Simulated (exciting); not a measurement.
Consider LuTlS2, space group R-3m.

```xyz
4
Lattice="1.9600 1.1316 7.5016 -1.9600 1.1316 7.5016 0.0000 -2.2632 7.5016" Properties=species:S:1:pos:R:3 pbc="T T T"
Tl    0.0000    0.0000   11.2524
Lu    0.0000    0.0000    0.0000
S     0.0000    0.0000    6.0508
S     0.0000    0.0000   16.4540
```

Absorber: atom 3, with 3 Lu at 2.69 Å and 3 Tl at 3.23 Å (distorted octahedral, site symmetry 3m). Method: exciting, all-electron LAPW+lo, LDA, exchange and screened direct term (singlet BSE), 3×3×3 shifted k points, 39 conduction bands, |G+q| up to 3 bohr⁻¹ (2.5 in the exchange term), full RPA screening with nempty = 69, Lorentzian half width 0.45 eV.

Q: What does the S L₂,₃ spectrum look like, and is there a bound core exciton?

Bound core exciton? Undecided on this mesh: the first bright state (over 5 % of the brightest) lies at -0.50 eV from the Kohn–Sham onset. Maxima (height): 1.6 eV (0.32), 4.1 eV (0.41), 10.8 eV (0.95), 12.0 eV (1.00), 13.3 eV (0.95), 16.5 eV (0.78) and 17.7 eV (0.75).

Energy from the Kohn–Sham onset, core level to the lowest empty state found on the meshes used; Im ε in relative units:

```
E (eV)  Im ε
  -2.5  0.02
  -2.0  0.03
  -1.5  0.04
  -1.0  0.07
  -0.5  0.12
   0.0  0.17
   0.5  0.21
   1.0  0.25
   1.5  0.32
   2.0  0.28
   2.5  0.29
   3.0  0.30
   3.5  0.33
   4.0  0.41
   4.5  0.39
   5.0  0.40
   5.5  0.41
   6.0  0.42
   6.5  0.46
   7.0  0.46
   7.5  0.55
   8.0  0.71
   8.5  0.75
   9.0  0.78
   9.5  0.85
  10.0  0.91
  10.5  0.93
  11.0  0.94
  11.5  0.94
  12.0  1.00
  12.5  0.93
  13.0  0.94
  13.5  0.93
  14.0  0.86
  14.5  0.82
  15.0  0.78
  15.5  0.74
  16.0  0.74
  16.5  0.78
  17.0  0.74
  17.5  0.75
  18.0  0.74
  18.5  0.71
  19.0  0.67
  19.5  0.63
```

Binding energies aren't converged on 27 k points, and fine structure above the first lines is partly noise of the mesh. The kernel cutoff is low for a compact core orbital, so the effect of exchange is a lower bound. The zero comes from the shifted mesh, which comes near the band minimum without meeting it. The conduction states carry no spin here, so the exchange coupling to the spinor core hole is only partly held. The structure is a Materials Project entry, computed there, and may be a hypothetical form.

[Banner, clock and machine lines of the logs are left out without a mark of their own.]

[Logs are printed without paths, hosts, clocks, repeated set-up lines and the standing remarks that a program may print on its own settings, such as how far it seeks lower states.]

[Hosts, paths, dates, database ids (printed as entryN), source tags and the programs' standing remarks are cut or masked in the printed files.]
